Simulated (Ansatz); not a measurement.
# Electron–phonon scattering in Ni-Cu-Cu-Cu-Ni stack of (111) layers, part 2 of 2

The plan: relax Ni-Cu-Cu-Cu-Ni stack of (111) layers, check its phonons, and, if the lattice is stable, compute its Eliashberg function and ρ(T).

Ansatz 0.2.0; DFT PBE, scalar-relativistic, plane waves, PAW; PAW set soft_1.

So far, log mean phonon energy ħω_log (meV): step 5 (electron–phonon run: q 2×2×1, k 8×8×1, scattering 12×12×1) 19.5; step 6 (k-mesh 12×12×1, scattering mesh 18×18×1, q mesh 3×3×1) 20.3. Also resistivity at 300 K (μΩ cm): step 5 15.3; step 6 15.6.

In doubt: the program doubts the meshes or the phonons of the coupling sums (step 7), which bears on λ, Tc and transport values.

## (7) Coupling and resistivity: shifted k mesh

The k mesh is shifted off the zone centre.

The input, input.yaml:

```yaml
crystal:
  lattice:
    - [2.4873045974, 0.0, 0.0]
    - [-1.2436522987, 2.1540689683, 0.0]
    - [0.0, 0.0, 40.4738775071]
  atoms:
    - { symbol: Ni, position: [0.0, 0.0, 0.1351835129] }
    - { symbol: Cu, position: [0.3333333333, 0.6666666667, 0.1859842716] }
    - { symbol: Cu, position: [0.6666666667, 0.3333333333, 0.238881733] }
    - { symbol: Cu, position: [0.0, 0.0, 0.2917791944] }
    - { symbol: Ni, position: [0.3333333333, 0.6666666667, 0.3425799531] }
  periodic: [true, true, false]
kpoints:
  mp_grid: { grid: [8, 8, 1], shift: [0.5, 0.5, 0.5] }
hamiltonian:
  xc: pbe
  pseudopotentials: { kind: paw, azcp: { folder: soft_1 } }
scf:
  occupations: { method: methfessel_paxton, width: 0.2 }
output:
  eigenvalues: true
phonons:
  method: dfpt
  qmesh: [2, 2, 1]
  temperatures: { t_max: 1000, t_step: 50 }
  qpath:
    path:
      - [0.0, 0.0, 0.0]
      - [0.5, 0.0, 0.0]
      - [0.33333333, 0.33333333, 0.0]
      - [0.0, 0.0, 0.0]
    npoints: 10
  electrical_resistivity:
    mesh: [12, 12, 1]
    temperatures: [20.0, 50.0, 77.0, 100.0, 150.0, 200.0, 300.0, 400.0, 600.0, 800.0]
  electron_occupations: "off"
```

Command:

```
> ansatz run input.yaml --threads 4 --pin off --max-ram 12288MiB --backend cpu --events-out ev --progress --plain --runs-dir out
```

The job ended after 12 min (4 threads of Arm Neoverse V2, shared host; peak memory 2.3 GiB).

This step gave:

- zero point energy: 0.1624 eV/cell
- highest frequency, solved or plainly interpolated: 279.6 cm⁻¹
- sheet resistance 300K: 37.38 Ω/square, mean in the plane
- resistivity at 300 K: 15.13 μΩ cm, mean of the axes, of the whole cell with its vacuum
- coupling constant λ: 0.1859
- density of states at the Fermi level: 1.647 states/eV a spin and cell
- log mean phonon energy ħω_log: 18.87 meV
- transport coupling constant λ_tr: 0.1771, 0.178, 0 (xx, yy, zz)
- Drude plasma energy: 3.418, 3.457, 0 eV (xx, yy, zz), of the whole cell with its vacuum
- second-moment phonon energy ħω₂: 21.57 meV, from the broadened α²F curve

Of the whole cell with its vacuum, so only the sheet resistance is a property of the layer; the means are those of the plane. Resistivity, by row:

| T (K) | ρ_xx (μΩ cm) | ρ_yy | ρ_zz | ρ by Ziman's lowest order, mean | ρ by relaxation times, mean | within 2 % of the coarser mesh |
| --- | --- | --- | --- | --- | --- | --- |
| 20 | 0.01271 | 0.01324 | - | 0.03052 | 0.0364 | no |
| 50 | 0.4683 | 0.4713 | - | 0.7283 | 0.5803 | no |
| 77 | 1.669 | 1.668 | - | 2.236 | 1.827 | no |
| 100 | 3.009 | 2.998 | - | 3.798 | 3.183 | no |
| 150 | 6.105 | 6.071 | - | 7.387 | 6.32 | no |
| 200 | 9.166 | 9.107 | - | 11.05 | 9.434 | no |
| 300 | 15.19 | 15.07 | - | 18.56 | 15.58 | no |
| 400 | 21.04 | 20.88 | - | 26.26 | 21.6 | no |
| 600 | 32.06 | 31.82 | - | 41.61 | 33.04 | no |
| 800 | 42.12 | 41.86 | - | 56.28 | 43.66 | no |

The program warns of modes at or below zero frequency in the interpolation and leaves them out of its thermodynamic sums. Some states were left unconverged by the eigensolver. By its own test the run is not converged in the mesh. λ = 0.186 and 37.4 Ω per square at 300 K, against 0.176 and 37.9 in the run with q 2×2×1, k 8×8×1, scattering 12×12×1 (+5.8 % and -1.2 %). The run's own test puts 10 % between its two finest meshes on the component of the resistivity at 300 K that moves most, more than that change; on the next coarser mesh the mean ρ changes by +3.5 % between the two runs, against -1.2 % on the finest. By the run's own test λ moves by 13 % between its two finest scattering meshes.

## (8) All runs side by side

Series, by row:

| run | change | level of theory | method | q mesh or supercell | k mesh | scattering mesh | smearing | N(E_F) (states/eV/spin) | lambda | omega_log (meV) | rho 300 K, whole cell (μΩ cm) | core-minutes | wall (s) |
| --- | --- | --- | --- | --- | --- | --- | --- | --- | --- | --- | --- | --- | --- |
| a | - | PBE, scalar-relativistic, PAW; PAW set soft_1 | dfpt | 2x2x1 | 8x8x1 | 12x12x1 | methfessel_paxton 0.2 | 1.681 | 0.1757 | 19.47 | 15.32 | 20 | 330 |
| b | - | PBE, scalar-relativistic, PAW; PAW set soft_1 | dfpt | 3x3x1 | 12x12x1 | 18x18x1 | methfessel_paxton 0.2 | 1.743 | 0.1554 | 20.34 | 15.62 | 81 | 1300 |
| w0 | shifted k mesh | PBE, scalar-relativistic, PAW; PAW set soft_1 | dfpt | 2x2x1 | 8x8x1 | 12x12x1 | methfessel_paxton 0.2 | 1.647 | 0.1859 | 18.87 | 15.13 | 46 | 720 |

## (9) Outcome

* run: PBE, q 3×3×1, k 12×12×1, scattering 18×18×1
* coupling constant λ: 0.155
* log mean phonon energy ħω_log: 20.3 meV
* states at the Fermi level: 1.74 states/eV/spin/cell
* sheet resistance at 300 K: 38.6 Ω per square
* change between its two finest scattering meshes: λ 11 %, resistivity at 300 K 9 %
* time of that run: 21 min

**Reading.** On the last rung that gave a resistivity at the base settings (q 3×3×1, k 12×12×1, scattering 18×18×1), Ni-Cu-Cu-Cu-Ni stack of (111) layers has λ = 0.16 and a phonon-limited sheet resistance of 38.6 Ω per square at 300 K. The coupling constant from the curve is λ = 0.16; modes below 22.4 meV give half. The coupling is weak (λ = 0.16), so phonons raise the electrons' mass at the Fermi surface by about 16 %. By the run's own test λ moves by 11 % between the two scattering meshes. Values of ρ(T) under 50 K rest on the softest modes, mostly interpolated ones, and are the least sure of the table. The high-temperature form ρ = 2π k_B T λ_tr/(ħ ε₀ ω_p²) gives 19.2 μΩ cm along x at 300 K, against 15.6 from the Boltzmann equation. Ziman's lowest order at 300 K, 18.8, lies between: the step down to it comes mostly from the finite phonon energies, and the full solution lies lower still, since it lets the current shift to the states that scatter least. By their share in the modes' patterns, Ni atoms take 52 % of λ. The three lowest branches give 20 % of λ. By the run's own test, which takes the component that moves most, the resistivity at 300 K moves by 9 % between its two finest scattering meshes, so it is not converged. In the run quoted no mode is imaginary at the wavevectors of the 3×3×1 mesh; wavevectors off that mesh are interpolated. On the same meshes, shifted k mesh moves λ from 0.176 to 0.186 and the resistivity at 300 K from 15.3 to 15.1 μΩ cm. Only scattering by harmonic phonons counts; impurities, grain boundaries and thermal expansion are left out. The resistivity belongs to the whole cell, vacuum included; the sheet resistance is the quantity that does not depend on the vacuum. The phonon runs are not spin-polarised. The c of the given cell is the typed one; the program laid its own vacuum and ran the layer in a cell 40.5 Å high. The structure was built by hand as an ordered model, and its stability against other phases was not tested.

[Logs are printed without paths, hosts, clocks, repeated set-up lines and the standing remarks that a program may print on its own settings, such as how far it seeks lower states.]

[Hosts, paths, dates, database ids (printed as entryN), source tags and the programs' standing remarks are cut or masked in the printed files.]
